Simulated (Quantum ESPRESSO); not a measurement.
# Collinear magnetic orders of MnGaGe with Quantum ESPRESSO

A self-consistent run ends on one state, which hangs on the start. Several orders of MnGaGe are started in Quantum ESPRESSO and their energies compared.

Main program and level: Quantum ESPRESSO 7.5; PBEsol; plane waves with GBRV 1.5 PBEsol potentials, no spin-orbit coupling.

**1. Set-up**

Symmetry: P4/nmm, No. 129, tetragonal system. Conventional cell: a = 3.946 Å, b = 3.946 Å, c = 5.911 Å, α = 90.00°, β = 90.00°, γ = 90.00°. Nearest to Mn lie 4 Ge at 2.58 Å and 4 Ga at 2.64 Å and 4 Mn at 2.79 Å. Nearest to Ga lie 5 Ge at 2.50 to 2.79 Å and 4 Mn at 2.64 Å. Ge has 5 Ga at 2.50 to 2.79 Å and 4 Mn at 2.58 Å nearest. Farther neighbours are not listed.

The cell comes from Materials Project 2023-11-01, a database of computed structures, and need not be the stable phase.

**2. Run 1 (ferro ++)**

The signs are those of the starting moments on the seeded atoms, the atoms that are given a moment.

pw.in

```
&CONTROL
  calculation = 'scf'
  prefix = 'pwscf'
  outdir = './tmp'
  pseudo_dir = './pseudo'
  disk_io = 'nowf'
/
&SYSTEM
  ibrav = 0
  celldm(1) = 8
  nat = 6
  ntyp = 3
  ecutwfc = 40
  ecutrho = 280
  nbnd = 64
  occupations = 'smearing'
  smearing = 'fd'
  degauss = 0.00734986
  nspin = 2
  starting_magnetization(1) = 0.2333
  starting_magnetization(2) = 0
  starting_magnetization(3) = 0
/
&ELECTRONS
  conv_thr = 1.2d-08
  electron_maxstep = 150
  mixing_beta = 0.3
/
ATOMIC_SPECIES
Mn     54.9380 mn_pbesol_v1.5.uspp.F.UPF
Ga     69.7230 ga_pbesol_v1.4.uspp.F.UPF
Ge     72.6300 ge_pbesol_v1.4.uspp.F.UPF
CELL_PARAMETERS alat
   0.9320972536937    0.0000000000000    0.0000000000000
   0.0000000000000    0.9320972536937    0.0000000000000
   0.0000000000000    0.0000000000000    1.3962435168725
ATOMIC_POSITIONS crystal
Mn      0.0000000000    0.0000000000    0.0000000000
Mn      0.5000000000    0.5000000000    0.0000000000
Ga      0.0000000000    0.5000000000    0.7037730000
Ga      0.5000000000    0.0000000000    0.2962270000
Ge      0.0000000000    0.5000000000    0.2809470000
Ge      0.5000000000    0.0000000000    0.7190530000
K_POINTS automatic
6 6 6 0 0 0
```

Launch:

```console
> OMP_NUM_THREADS=1 mpirun -n 4 pw.x -nk 4 -in pw.in > pw.out
```

The log of the run:

```text
Program PWSCF v.7.5 starts

     Message from routine setup:
     using ibrav=0 with symmetry is DISCOURAGED, use correct ibrav instead

     K-points division:     npool     =       4
     Subspace diagonalization in iterative solution of the eigenvalue problem:

     G-vector sticks info
     --------------------
     sticks:   dense  smooth     PW     G-vecs:    dense   smooth      PW
     Sum        1237     709    221                49175    21201    3565

     Using Slab Decomposition

     bravais-lattice index     =            0
     lattice parameter (alat)  =       8.0000  a.u.
     unit-cell volume          =     621.0886 (a.u.)^3
     number of atoms/cell      =            6
     number of atomic types    =            3
     number of electrons       =        96.00
     number of Kohn-Sham states=           64
     kinetic-energy cutoff     =      40.0000  Ry
     charge density cutoff     =     280.0000  Ry
     scf convergence threshold =      1.2E-08
     mixing beta               =       0.3000
     number of iterations used =            8  plain     mixing
     Exchange-correlation= SLA  PW   PSX  PSC
                           (   1   4  10   8   0   0   0)

     celldm(1)=   8.000000  celldm(2)=   0.000000  celldm(3)=   0.000000
     celldm(4)=   0.000000  celldm(5)=   0.000000  celldm(6)=   0.000000

     crystal axes: (cart. coord. in units of alat)
               a(1) = (   0.932097   0.000000   0.000000 )
               a(2) = (   0.000000   0.932097   0.000000 )
               a(3) = (   0.000000   0.000000   1.396244 )

     reciprocal axes: (cart. coord. in units 2 pi/alat)
               b(1) = (  1.072849  0.000000  0.000000 )
               b(2) = (  0.000000  1.072849  0.000000 )
               b(3) = (  0.000000  0.000000  0.716207 )

     PseudoPot. # 1 for Mn read from file:
     mn_pbesol_v1.5.uspp.F.UPF
     Pseudo is Ultrasoft + core correction, Zval = 15.0
     Generated by new atomic code, or converted to UPF format
     Using radial grid of  859 points,  6 beta functions with:
                l(1) =   0
                l(2) =   0
                l(3) =   1
                l(4) =   1
                l(5) =   2
                l(6) =   2
     Q(r) pseudized with  8 coefficients,  rinner =    0.950   0.950   0.950
                                                       0.950   0.950

     PseudoPot. # 2 for Ga read from file:
     ga_pbesol_v1.4.uspp.F.UPF
     Pseudo is Ultrasoft + core correction, Zval = 19.0
     Generated by new atomic code, or converted to UPF format
     Using radial grid of  871 points,  6 beta functions with:
                l(1) =   0
                l(2) =   0
                l(3) =   1
                l(4) =   1
                l(5) =   2
                l(6) =   2
     Q(r) pseudized with  8 coefficients,  rinner =    1.250   1.250   1.250
                                                       1.250   1.250

     PseudoPot. # 3 for Ge read from file:
     ge_pbesol_v1.4.uspp.F.UPF
     Pseudo is Ultrasoft + core correction, Zval = 14.0
     Generated by new atomic code, or converted to UPF format
     Using radial grid of  873 points,  6 beta functions with:
                l(1) =   0
                l(2) =   0
                l(3) =   1
                l(4) =   1
                l(5) =   2
                l(6) =   2
     Q(r) pseudized with  8 coefficients,  rinner =    1.400   1.400   1.400
                                                       1.400   1.400

     atomic species   valence    mass     pseudopotential
     Mn               15.00    54.93800     Mn( 1.00)
     Ga               19.00    69.72300     Ga( 1.00)
     Ge               14.00    72.63000     Ge( 1.00)

     Starting magnetic structure
     atomic species   magnetization
     Mn              0.233
     Ga              0.000
     Ge              0.000

     16 Sym. Ops., with inversion, found ( 8 have fractional translation)

   Cartesian axes

     site n.     atom                  positions (alat units)
         1        Mn     tau(   1) = (   0.0000000   0.0000000   0.0000000  )
         2        Mn     tau(   2) = (   0.4660486   0.4660486   0.0000000  )
         3        Ga     tau(   3) = (   0.0000000   0.4660486   0.9826385  )
         4        Ga     tau(   4) = (   0.4660486   0.0000000   0.4136050  )
         5        Ge     tau(   5) = (   0.0000000   0.4660486   0.3922704  )
         6        Ge     tau(   6) = (   0.4660486   0.0000000   1.0039731  )

     number of k points=    40  Fermi-Dirac smearing, width (Ry)=  0.0073
                       cart. coord. in units 2pi/alat
        k(    1) = (   0.0000000   0.0000000   0.0000000), wk =   0.0046296
        k(    2) = (   0.0000000   0.0000000   0.1193679), wk =   0.0092593
        k(    3) = (   0.0000000   0.0000000   0.2387358), wk =   0.0092593
        k(    4) = (   0.0000000   0.0000000  -0.3581037), wk =   0.0046296
        k(    5) = (   0.0000000   0.1788082   0.0000000), wk =   0.0185185
        [... 35 further k-points ...]

     Dense  grid:    49175 G-vectors     FFT dimensions: (  40,  40,  60)

     Smooth grid:    21201 G-vectors     FFT dimensions: (  32,  32,  45)

     Check: negative core charge=   -0.000027
     Generating pointlists ...
     new r_m :   0.2513 (alat units)  2.0102 (a.u.) for type    1
     new r_m :   0.2435 (alat units)  1.9482 (a.u.) for type    2
     new r_m :   0.2435 (alat units)  1.9482 (a.u.) for type    3

     Initial potential from superposition of free atoms

     starting charge      92.9982, renormalised to      96.0000
     Starting wfcs are   68 randomized atomic wfcs

     Self-consistent Calculation

     iteration #  1     ecut=    40.00 Ry     beta= 0.30
     Davidson diagonalization with overlap
     ethr =  1.00E-02,  avg # of iterations =  4.6

     total energy              =   -1677.31377181 Ry
     estimated scf accuracy    <       7.23199535 Ry

     total magnetization       =     4.48 Bohr mag/cell
     absolute magnetization    =     5.02 Bohr mag/cell

     iteration #  2     ecut=    40.00 Ry     beta= 0.30
     Davidson diagonalization with overlap
     ethr =  7.53E-03,  avg # of iterations =  2.0

     total energy              =   -1678.12196010 Ry
     estimated scf accuracy    <       1.77195950 Ry

     total magnetization       =     4.45 Bohr mag/cell
     absolute magnetization    =     5.17 Bohr mag/cell

     iteration #  3     ecut=    40.00 Ry     beta= 0.30
     Davidson diagonalization with overlap
     ethr =  1.85E-03,  avg # of iterations =  2.0

     total energy              =   -1678.34346634 Ry
     estimated scf accuracy    <       2.62288270 Ry

     total magnetization       =     4.42 Bohr mag/cell
     absolute magnetization    =     5.08 Bohr mag/cell

     [... further iterations left out ...]

     iteration # 12     ecut=    40.00 Ry     beta= 0.30
     Davidson diagonalization with overlap
     ethr =  1.52E-09,  avg # of iterations =  2.0

     total energy              =   -1678.58144095 Ry
     estimated scf accuracy    <       0.00000063 Ry

     total magnetization       =     4.24 Bohr mag/cell
     absolute magnetization    =     4.90 Bohr mag/cell

     iteration # 13     ecut=    40.00 Ry     beta= 0.30
     Davidson diagonalization with overlap
     ethr =  6.52E-10,  avg # of iterations =  2.1

     total energy              =   -1678.58144155 Ry
     estimated scf accuracy    <       0.00000006 Ry

     total magnetization       =     4.24 Bohr mag/cell
     absolute magnetization    =     4.89 Bohr mag/cell

     iteration # 14     ecut=    40.00 Ry     beta= 0.30
     Davidson diagonalization with overlap
     ethr =  6.72E-11,  avg # of iterations =  2.4

     total energy              =   -1678.58144164 Ry
     estimated scf accuracy    <       0.00000002 Ry

     total magnetization       =     4.24 Bohr mag/cell
     absolute magnetization    =     4.89 Bohr mag/cell

     iteration # 15     ecut=    40.00 Ry     beta= 0.30
     Davidson diagonalization with overlap
     ethr =  2.06E-11,  avg # of iterations =  2.5

     Magnetic moment per site  (integrated on atomic sphere of radius R)
     atom   1 (R=0.251)  charge= 13.5044  magn=  2.1882
     atom   2 (R=0.251)  charge= 13.5044  magn=  2.1882
     atom   3 (R=0.244)  charge= 17.1508  magn= -0.0296
     atom   4 (R=0.244)  charge= 17.1508  magn= -0.0296
     atom   5 (R=0.244)  charge= 11.9315  magn= -0.0599
     atom   6 (R=0.244)  charge= 11.9315  magn= -0.0599

     End of self-consistent calculation

     [... lines left out ...]
     the Fermi energy is    13.9407 ev

!    total energy              =   -1678.58144171 Ry
     estimated scf accuracy    <          2.3E-09 Ry
     smearing contrib. (-TS)   =      -0.00756357 Ry
     internal energy E=F+TS    =   -1678.57387814 Ry

     The total energy is F=E-TS. E is the sum of the following terms:
     one-electron contribution =   -1093.71685035 Ry
     hartree contribution      =     609.60807941 Ry
     xc contribution           =    -264.15629680 Ry
     ewald contribution        =    -930.30881041 Ry

     total magnetization       =     4.24 Bohr mag/cell
     absolute magnetization    =     4.89 Bohr mag/cell

     convergence has been achieved in  15 iterations

=------------------------------------------------------------------------------=
   JOB DONE.
=------------------------------------------------------------------------------=
```

The job ended after 69 s (4 MPI ranks of Arm Neoverse V2, shared host; peak memory 0.77 GiB).

Spin moment in the atom's sphere by atom:

| atom | spin moment in the atom's sphere (μB) |
| --- | --- |
| Mn1 | 2.19 |
| Mn2 | 2.19 |
| Ga3 | -0.03 |
| Ga4 | -0.03 |
| Ge5 | -0.06 |
| Ge6 | -0.06 |

Numbers from this step:

| Property | Result |
| --- | --- |
| smearing term TS | 0.1029 eV |
| magnetization | 4.238 μB |
| absolute magnetization | 4.892 μB |
| final state | ferromagnetic |

(Part 1 of 2 ends here.)

[Logs and program files are shortened in this print: banners, set-up blocks, solver, clock and traceback lines can be left out without a mark of their own.]

[Logs are printed without paths, hosts, clocks, repeated set-up lines and the standing remarks that a program may print on its own settings, such as how far it seeks lower states.]

[Hosts, paths, dates, database ids (printed as entryN), source tags and the programs' standing remarks are cut or masked in the printed files.]

[Where a cell is said to come from a database of computed structures, the database is the Materials Project.]
